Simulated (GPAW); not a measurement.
## BN (P6_3mc): refractive index against wavelength

The refractive index of BN (P6_3mc) along x below the direct gap (8.32 eV on the mesh) is read from one computed spectrum, n = √(Re ε). x, y and z are the Cartesian axes of the input cell.

The structure is hexagonal, space group P6_3mc (No. 186). Conventional cell: a = 2.536 Å, b = 2.536 Å, c = 4.199 Å, α = 90.00°, β = 90.00°, γ = 120.00°. N on site b is surrounded by 4 B at 1.56 to 1.57 Å. B on site b has 4 N at 1.56 to 1.57 Å as nearest neighbours.

Method: GPAW 26.7.0, PBE, RPA, k-mesh 14×14×8, local fields up to 60 eV, Lorentzian half width 0.15 eV.

Launch of the response step: `OMP_NUM_THREADS=1 python df.py`. The run took 56 s, its band step included, on 1 thread of Arm Neoverse V1, on a shared host.

| wavelength (nm) | photon energy E (eV) | n |
| --- | --- | --- |
| 532 | 2.331 | 2.1389 |
| 450 | 2.755 | 2.1507 |
| 405 | 3.061 | 2.1607 |
| 365 | 3.397 | 2.1732 |
| 308 | 4.025 | 2.2014 |
| 266 | 4.661 | 2.2371 |
| 248 | 4.999 | ? |

In the single-oscillator model n² − 1 = E₀E_d/(E₀² − E²), so 1/(n² − 1) = E₀/E_d − E²/(E₀E_d) is linear in E².

Working, on the rows shown:

| x = E² (eV²) | y = 1/(n² − 1) |
| --- | --- |
| 5.43137 | 0.279729 |
| 7.59115 | 0.275823 |
| 9.37179 | 0.272582 |
| 11.5384 | 0.268615 |
| 16.2043 | 0.259999 |
| 21.7255 | 0.249712 |

Means: x̄ = 11.977, ȳ = 0.26774. Σ(x − x̄)(y − ȳ) = -0.3354, Σ(x − x̄)² = 182. Slope = -0.3354 / 182 = -0.001843; intercept = ȳ − slope · x̄ = 0.28982. Turned back into n, the line misses the rows shown by at most 0.00024.

Fill in the last column of the withheld row.

At x = 24.994 the line gives y = 0.24375, that is 2.2589. The run gave 2.2598, so the extrapolation is off by 0.00092, 0.8 % of the range in the table.

Refitted with all rows, the slope is -0.001852 and the intercept 0.2899. These give E₀ = √(intercept/−slope) = 12.51 eV and E_d = E₀/intercept = 43.2 eV; E₀ is 1.5 times the direct gap. The electronic limit at long wavelengths, without lattice vibrations, is n = √(1 + 1/intercept) = 2.109. The cell comes from an older database entry, whose edges can be off by a per cent or so. Excitons are left out; PBE gaps are as a rule too small. The values come from a sum over the points of one k-mesh and carry its error, which grows as the direct gap shrinks.
